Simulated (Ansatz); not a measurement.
# LaGaO3 (R-3c): band gap by G0W0 on LDA, part 2 of 3

Wanted: the gap of LaGaO3 (R-3c) with a many-body correction, and the time that it takes.

Ansatz 0.2.0; LDA, then G0W0 on it, plane waves, PAW. Known limits of the many-body steps: finite bands, screening cutoff and k mesh; no spin-orbit coupling in G0W0; d shells not analysed.

So far. Step 2 (Bands along the symmetry lines): Over mesh and path the gap is 3.499 eV, from k = (0.338, -0.338, 0.000) to k = Γ. The least direct gap found is 3.648 eV, at k = Γ.

### Step 3. The quasiparticle correction

G0W0 replaces the xc potential by a self-energy built once from the orbitals of the start. Levels are corrected in the window of bands that the input names, at points of the mesh.

This step: G0W0 on LDA, plane waves, PAW.

Contents of input.yaml:

```yaml
crystal:
  lattice:
    - [2.77145, 1.6000974035, 4.4776]
    - [-2.77145, 1.6000974035, 4.4776]
    - [0.0, -3.2001948071, 4.4776]
  atoms:
    - { symbol: La, position: [0.25, 0.25, 0.25] }
    - { symbol: La, position: [0.75, 0.75, 0.75] }
    - { symbol: Ga, position: [0.0, 0.0, 0.0] }
    - { symbol: Ga, position: [0.5, 0.5, 0.5] }
    - { symbol: O, position: [0.8048, 0.6952, 0.25] }
    - { symbol: O, position: [0.25, 0.8048, 0.6952] }
    - { symbol: O, position: [0.6952, 0.25, 0.8048] }
    - { symbol: O, position: [0.1952, 0.3048, 0.75] }
    - { symbol: O, position: [0.75, 0.1952, 0.3048] }
    - { symbol: O, position: [0.3048, 0.75, 0.1952] }
kpoints:
  mp_grid: { grid: [4, 4, 4] }
hamiltonian:
  xc: lda
scf:
  occupations: { method: fixed }
gw:
  n_empty_bands: 653
  ecut_chi: 180.0
  qp_bands: [v3, c3]
  qp_kpoints: band_edges
  screening: { model: contour_deformation }
```

Started as:

```
ansatz run input.yaml --threads 3 --pin off --max-ram 92160MiB --backend cuda --events-out ev --progress --plain --runs-dir out --devices 1 --max-vram 13GiB
```

Numbers of over 12 decimals in the logs are rounded to 6 here.

The log of the run:

```text
GPUs: using 1 of 1 available (devices: 1).
[...]
GPU FFT provider: cuFFT
GPU libraries: cuBLAS 13.8.2, cuFFT 12.4.0, cuSOLVER 12.3.4
Crystal: 10 atoms, lattice volume = 119.138 Å³
Basis set: ecut = 420 eV, 2319 PW (Γ)
Bands: 52, of which v1, the nominal top of the filled ones, is band 42 counted from 1 (41 counted from 0)
Symmetry: 12 space group operations
[...]
k-points: 13 of 64
[...]
GPU buffer pool allocated for 64000 grid points (all kernels)
[...]
SCF iter   1: F=—  HF=-22910.689748 eV  |F-HF|=—  |Δ(HF+E_count)|=         —  Δρ=1.97e-2  dr2=4.17e-1  ethr=1.77e-3  ⟨swp⟩=3.4  Hψ=2412  notcnv=0  defer=30
[...]
SCF iter   7: F=-22910.586073 eV  HF=-22910.586073 eV  |F-HF|=1.86e-9  |Δ(HF+E_count)|=   4.36e-9  Δρ=5.05e-6  dr2=2.29e-8  ethr=1.19e-10  ⟨swp⟩=9.3  Hψ=2728  notcnv=0
SCF 1 converged in 7 iterations: F = -22910.586073 eV  dr2 = 2.29e-8
[...]
NSCF: frozen V_eff on 13 k-points
the band table was solved once the SCF had ended and its energy, with any forces and stress, was formed, with the checks that follow a solve (2586 applications of the Hamiltonian). They found nothing against the state; the energy, forces and stress were not computed again (output.eigenvalues in the input reference)
[...]
G₀W₀ screening: q 1/13
[... further progress lines ...]
[...]
SCF converged after 7 iterations
Free energy (F): -22910.586073 eV
[...]
Internal energy: -22910.586073 eV  (E = F + TS)
E sigma→0 (E₀):  -22910.586073 eV
Fermi energy:    10.735193 eV
[...]
--- Band table (eV; the first three rows and the last of 13) ---
  k-point 0: bands = [... 38 lower, 10.4501, 10.5416, 10.5416, 10.5860, 14.2341, 14.8577, 14.8577, 15.2061, ... 6 higher]
  k-point 1: bands = [... 38 lower, 10.3112, 10.3941, 10.5335, 10.5589, 15.0141, 15.0286, 15.0349, 15.1769, ... 6 higher]
  k-point 2: bands = [... 38 lower, 10.3228, 10.3228, 10.5838, 10.5838, 15.1202, 15.1202, 15.1662, 15.1662, ... 6 higher]
  k-point 12: bands = [... 38 lower, 10.2059, 10.2059, 10.2059, 10.2059, 15.2007, 15.2007, 15.2174, 15.2174, ... 6 higher]
--- G₀W₀: contour deformation, 6 samples at zero and on the imaginary axis and 1 off it, 64 q-points, 653 empty bands' worth ---
  eigenvalues of the whole cell's RPA ε∞ on this k-mesh (on a slab, of 1 + 4πα/V) = 4.8887, 5.0779, 5.0779; static W/v taken at q = 0 is 0.199440
  bands read: the sum over 695 bands ends inside a degenerate multiplet in 3 slots, whose members it reads at an even weight; the widest, k=12: bands 693 to 696 (counted from 1) at 3/4 each
  gw.qp_kpoints: band_edges: 13 of 13 stored k-points solved, in 1 pass; an edge of the gap read off the rows below is read off those points alone
  `?` marks the rows in doubt; gw_qp.tsv's column doubts and the gw_qp event give each row's grounds
    ik  band        ε_KS         Σx   Σc(E_QP)       V_xc       Z   E_QP_lin       E_QP  E_QP is
     0    40     10.5416   -27.9692     4.2335   -23.0905  0.7628     9.8916     9.8963  root
     0    41     10.5416   -27.9692     4.2335   -23.0905  0.7628     9.8916     9.8963  root
     0    42     10.5860   -26.0974     4.3134   -21.2047  0.7543    10.0027    10.0068  root
     0    43     14.2341   -13.9857    -4.0168   -19.1016  0.8161    15.3407    15.3333  root
     0    44     14.8577   -12.1402    -6.0681   -20.2660  0.7868    16.9873    16.9154  root
     0    45     14.8577   -12.1402    -6.0681   -20.2660  0.7868    16.9873    16.9154  root
     1    40     10.3941   -26.6831     4.2864   -21.7867  0.7571     9.7797     9.7842  root
     1    41     10.5335   -26.0946     4.2823   -21.2011  0.7564     9.9178     9.9223  root
     1    42     10.5589   -26.1653     4.3187   -21.2528  0.7550     9.9608     9.9650  root
     1    43     15.0141   -15.2937    -6.2065   -23.8406  0.7781    17.4523    17.3545  root
     1    44     15.0286   -15.0458    -7.5509   -25.4515  0.7595    18.0995    17.8834  root ?
     1    45     15.0349   -16.0644    -7.5328   -26.5179  0.7579    18.1818    17.9556  root ?
     2    40     10.3228   -26.4167     4.3180   -21.4915  0.7555     9.7111     9.7156  root
     2    41     10.5838   -26.2009     4.3103   -21.2757  0.7562     9.9643     9.9689  root
     2    42     10.5838   -26.2009     4.3103   -21.2757  0.7562     9.9643     9.9689  root
     2    43     15.1202   -18.8537    -9.6704   -32.1204  0.7269    19.3036    18.7165  root ?
     2    44     15.1202   -18.8537    -9.6704   -32.1204  0.7269    19.3036    18.7165  root ?
     2    45     15.1662   -19.0789    -9.8644   -32.5618  0.7233    19.4088    18.7848  root ?
     3    40     10.2501   -25.7919     4.3427   -20.8444  0.7531     9.6408     9.6454  root
     3    41     10.4478   -27.5278     4.2586   -22.6412  0.7602     9.8153     9.8198  root
     3    42     10.5936   -26.8611     4.2948   -21.9554  0.7577     9.9783     9.9826  root
     3    43     15.0326   -15.9844    -8.0500   -27.1106  0.7525    18.3938    18.1087  root ?
     3    44     15.1178   -16.9339    -8.4443   -28.6188  0.7446    18.7110    18.3583  root ?
     3    45     15.1563   -19.7352   -10.2417   -33.7416  0.7181    19.5917    18.9210  root ?
     4    40     10.0771   -25.9505     4.3545   -20.9617  0.7541     9.4376     9.4428  root
     4    41     10.2197   -26.0779     4.3420   -21.0998  0.7550     9.5784     9.5835  root
     4    42     10.6872   -26.6116     4.3213   -21.6798  0.7568    10.0723    10.0767  root
     4    43     15.1200   -19.3919    -9.9901   -33.0960  0.7219    19.4615    18.8341  root ?
     4    44     15.1391   -19.2819    -9.9570   -32.9175  0.7221    19.4457    18.8177  root ?
     4    45     15.1613   -19.6331   -10.1272   -33.5000  0.7194    19.5531    18.9010  root ?
     5    40     10.1884   -25.7390     4.3656   -20.7466  0.7530     9.5566     9.5617  root
     5    41     10.2261   -25.9397     4.3297   -21.0075  0.7535     9.6190     9.6236  root
     5    42     10.6995   -26.4532     4.3153   -21.5371  0.7563    10.0945    10.0988  root
     5    43     15.1128   -18.8228    -9.6204   -32.0303  0.7273    19.2782    18.6999  root ?
     5    44     15.1211   -18.0954    -9.2221   -30.7848  0.7329    19.0839    18.5884  root ?
     5    45     15.1768   -19.8230   -10.2501   -33.8387  0.7174    19.6170    18.9425  root ?
     6    40      9.9414   -25.3358     4.3813   -20.2959  0.7525     9.2770     9.2828  root
     6    41     10.4774   -28.4319     4.2327   -23.5472  0.7637     9.8208     9.8255  root
     6    42     10.7352   -26.1414     4.3370   -21.1962  0.7552    10.1226    10.1270  root
     6    43     15.1096   -19.5508   -10.1546   -33.4660  0.7201    19.5230    18.8702  root ?
     6    44     15.1208   -19.5600   -10.1193   -33.4331  0.7204    19.5224    18.8745  root ?
     6    45     15.1365   -19.4964   -10.1043   -33.3371  0.7204    19.5184    18.8728  root ?
     7    40     10.1525   -25.7886     4.3984   -20.8097  0.7512     9.5675     9.5720  root
     7    41     10.3699   -25.9808     4.2960   -21.0767  0.7553     9.7572     9.7618  root
     7    42     10.3699   -25.9808     4.2960   -21.0767  0.7553     9.7572     9.7618  root
     7    43     15.0628   -15.3607    -7.7163   -25.9975  0.7563    18.2213    17.9834  root ?
     7    44     15.0628   -15.3607    -7.7163   -25.9975  0.7563    18.2213    17.9834  root ?
     7    45     15.1409   -17.0227    -7.1015   -26.9165  0.7600    18.1246    17.9334  root ?
     8    40      9.9909   -27.1045     4.2820   -22.1615  0.7591     9.3246     9.3299  root
     8    41     10.1707   -25.8576     4.3924   -20.8552  0.7525     9.5559     9.5608  root
     8    42     10.5793   -26.4261     4.2884   -21.5328  0.7567     9.9701     9.9745  root
     8    43     15.1326   -18.3161    -9.3044   -31.1116  0.7315    19.1365    18.6238  root ?
     8    44     15.1340   -19.2787    -9.9072   -32.8517  0.7227    19.4245    18.7998  root ?
     8    45     15.1716   -19.0920    -9.8423   -32.5474  0.7232    19.4050    18.7848  root ?
     9    40     10.1815   -26.6213     4.2977   -21.6943  0.7570     9.5474     9.5523  root
     9    41     10.2148   -25.7385     4.3635   -20.7433  0.7537     9.5779     9.5831  root
     9    42     10.6053   -26.4840     4.2830   -21.5986  0.7567     9.9987    10.0029  root
     9    43     15.1060   -19.1138    -9.8450   -32.6122  0.7244    19.3747    18.7594  root ?
     9    44     15.1430   -19.3192    -9.9656   -32.9775  0.7223    19.4619    18.8356  root ?
     9    45     15.1752   -19.8241   -10.2298   -33.8128  0.7174    19.6063    18.9341  root ?
    10    40     10.0332   -25.9440     4.3264   -20.9712  0.7553     9.3815     9.3869  root
    10    41     10.1350   -26.7624     4.3171   -21.8139  0.7568     9.4986     9.5035  root
    10    42     10.5043   -26.4055     4.2900   -21.5064  0.7564     9.8908     9.8952  root
    10    43     15.1416   -19.3208    -9.9563   -32.9549  0.7219    19.4485    18.8194  root ?
    10    44     15.1435   -19.2373    -9.9179   -32.8139  0.7228    19.4304    18.8021  root ?
    10    45     15.1782   -19.5080   -10.0884   -33.3065  0.7197    19.5355    18.8883  root ?
    11    40     10.0626   -26.4010     4.2907   -21.4731  0.7567     9.4203     9.4254  root
    11    41     10.3079   -25.8617     4.3494   -20.8891  0.7541     9.6798     9.6847  root
    11    42     10.3079   -25.8617     4.3494   -20.8891  0.7541     9.6798     9.6847  root
    11    43     15.1370   -19.6024   -10.0930   -33.4332  0.7199    19.5208    18.8747  root ?
    11    44     15.1370   -19.6024   -10.0930   -33.4332  0.7199    19.5208    18.8747  root ?
    11    45     15.2193   -19.8167   -10.1872   -33.7399  0.7173    19.6230    18.9554  root ?
    12    40     10.2059   -25.9879     4.2974   -21.0588  0.7556     9.5692     9.5742  root
    12    41     10.2059   -25.9879     4.2974   -21.0588  0.7556     9.5692     9.5742  root
    12    42     10.2059   -25.9879     4.2974   -21.0588  0.7556     9.5692     9.5742  root
    12    43     15.2007   -19.6078   -10.0843   -33.3989  0.7196    19.5550    18.9076  root ?
    12    44     15.2007   -19.6078   -10.0843   -33.3989  0.7196    19.5550    18.9076  root ?
    12    45     15.2174   -19.0624    -9.8173   -32.4681  0.7225    19.4197    18.8058  root ?
```

Wall time 92 s (1 × NVIDIA H100 80GB HBM3 (shared by 6 runs) with 3 threads of AMD EPYC 7R13 (Zen 3), shared host); peak memory 2.4 GiB; 2.5 min of CPU time.

Numbers from this step:

```
bands summed                                    : 695
RPA ε∞ on this mesh (eigenvalues)               : 4.889, 5.078, 5.078
plane waves in the screening matrix             : 645
q-points in the mesh                            : 64
G0W0 gap over the corrected points              : 5.206 eV
k of the valence top                            : 0, -0.5, -0.5
k of the conduction bottom                      : 0, 0, 0
starting gap on the mesh                        : 3.499 eV
Z at the valence top                            : 0.7552
Z at the conduction bottom                      : 0.8161
least direct G0W0 gap over the corrected points : 5.327 eV
```

Over all 13 irreducible mesh points the G0W0 gap is 5.206 eV, from k = (0.000, -0.500, -0.500) to k = Γ. The LDA gap of this run on the mesh is 3.499 eV. The two states that bound the G0W0 gap lie that far apart at the start, so the correction of the gap is 5.206 − 3.499 = +1.707 eV. The start of this run differs from the step before in mesh (6×6×6 and 4×4×4). The program marks 35 of the 78 corrected levels as in doubt (energies apart, Σc rises), neither edge state among them.

Labels follow the order of the start: v1 is the top filled band, c1 the lowest empty one; levels that stay degenerate share a row, the window can cut a multiplet, doubted levels are not marked in this list, bands outside the window were not corrected, and the list may be a part of the corrected levels. Levels before and after the correction, in eV, zero at the valence-band top of each column:

```tsv
	conduction bottom	valence top
Kohn-Sham	3.50	0.00
G0W0	5.21	0.00
```

```tsv
	level	occupation	energy (eV)
Kohn-Sham	Γ v3-v2	2	-0.194
Kohn-Sham	Γ v1	2	-0.149
Kohn-Sham	Γ c1	0	3.499
Kohn-Sham	Γ c2-c3	0	4.123
Kohn-Sham	(0 -0.5 -0.5) v3	2	-0.794
Kohn-Sham	(0 -0.5 -0.5) v2	2	-0.258
Kohn-Sham	(0 -0.5 -0.5) v1	2	0.000
Kohn-Sham	(0 -0.5 -0.5) c1	0	4.374
Kohn-Sham	(0 -0.5 -0.5) c2	0	4.386
Kohn-Sham	(0 -0.5 -0.5) c3	0	4.401
G0W0	Γ v3-v2	2	-0.231
G0W0	Γ v1	2	-0.120
G0W0	Γ c1	0	5.206
G0W0	Γ c2-c3	0	6.788
G0W0	(0 -0.5 -0.5) v3	2	-0.844
G0W0	(0 -0.5 -0.5) v2	2	-0.301
G0W0	(0 -0.5 -0.5) v1	2	0.000
G0W0	(0 -0.5 -0.5) c1	0	8.743
G0W0	(0 -0.5 -0.5) c2	0	8.748
G0W0	(0 -0.5 -0.5) c3	0	8.746
```

The parts of the quasiparticle energy for the two states that bound the G0W0 gap, in eV on the run's own scale (QP = start + Σx + Σc − Vxc, with Σc at the quasiparticle energy):

```tsv
edge	k	band	start	Σx	Σc	Vxc	Z	QP
valence top	(0.000, -0.500, -0.500)	42	10.735	−26.141	4.337	−21.196	0.755	10.127
conduction bottom	Γ	43	14.234	−13.986	−4.017	−19.102	0.816	15.333
```

(Part 2 of 3 ends here.)

[Paths, hosts, dates, memory and timing lines, banners, echoed tables and standing remarks are left out of the program output.]

[Logs are printed without paths, hosts, clocks, repeated set-up lines and the standing remarks that a program may print on its own settings, such as how far it seeks lower states.]

[Runs of the session that timed out or met a known fault of the program may be left out.]

[Cells called generated may have been cut or substituted from an entry of the Crystallography Open Database or the Materials Project.]

[Hosts, paths, dates, database ids (printed as entryN), source tags and the programs' standing remarks are cut or masked in the printed files.]

[Where an RPA ε∞ is given, it is that of the G0W0 mesh and is not shown converged in it. Names of k-points follow the symmetry that the program found, which can be lower than the space group named. Band edges on a path are those of the sampled points; other points can move an edge, and change direct to indirect where valleys lie close.]

[Hybrid gaps are those of their k-mesh and are not shown converged in it.]
